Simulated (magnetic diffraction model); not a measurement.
# Moment size from magnetic intensity in Fe₂CuP₂

Space group I4/mmm (no. 139), a = 3.0920 Å, c = 12.2900 Å.

```csv
site,atom,x,y,z
2a,Cu,0,0,0
4e,Fe,0,0,0.3346
4e,P,1/2,1/2,0.3422
```

This is a made-up structure (elements placed in a structure type, unrelaxed), so the numbers test the method and describe no known phase.

Only Fe is taken to order (form factors of Fe2+); orders and moment sizes are assumed, and not adapted to the symmetry. Radiation: neutrons of λ = 1.8 Å, 8° to 90°; isotropic B of 0.41 Å² (Cu), 0.35 Å² (Fe) and 0.56 Å² (P). Simulated constant-wavelength pattern: nuclear and magnetic terms add, the magnetic one as |2.695 fm × Σ f S⊥ exp(2πi Q·r) exp(−B s²)|², summed over all Q at one angle with the factor 1/(sin²θ cos θ). For collinear order S is the moment m, which repeats by lattice and centring translations R with the sign exp(−2πi k·R). Free-ion form factors, Sears's scattering lengths of 1992, no absorption; a label names one of the reflections at its angle. The strongest nuclear line in the range is 100, and lines under 0.2 are left out.

In a first state the assumed order is k = (0 0 1), collinear moments along [001], 2.11 μB on Fe; signs + at (0, 0, 0.3346), − at (1/2, 1/2, 0.1654), with this pattern:

```
2θ (°)    index  nuclear  magnetic
 16.84  (0 0 2)      8.7       0.0
 33.84  (1 0 0)      0.0      11.2
 34.07  (0 0 4)      6.0       0.0
 34.93  (1 0 1)      3.7       0.0
 38.03  (1 0 2)      0.0       3.0
 42.77  (1 0 3)     51.1       0.0
 48.62  (1 1 0)    100.0       0.0
 48.78  (1 0 4)      0.0       1.0
 49.43  (1 1 1)      0.0       1.7
 51.81  (1 1 2)      4.1       0.0
 52.13  (0 0 6)     42.9       0.0
 55.63  (1 1 3)      0.0       3.5
 55.78  (1 0 5)      0.2       0.0
 60.69  (1 1 4)      8.5       0.0
 63.61  (1 0 6)      0.0       0.8
 66.86  (1 1 5)      0.0       0.3
```
(The table stops after 16 lines; 11 more lie at higher angle.)

**Question.** Nearer the ordering temperature the line at 33.84° has total intensity 8.0 on the same scale, and all moments have shrunk alike. How large is the Fe moment?

The nuclear part, 0.0, stays, so the magnetic part is 8.0 against 11.2. It goes as m², so m = 2.11 × √(8.0/11.2) = 1.78 μB; the value used was 1.79 μB.

[Logs are printed without paths, hosts, clocks, repeated set-up lines and the standing remarks that a program may print on its own settings, such as how far it seeks lower states.]
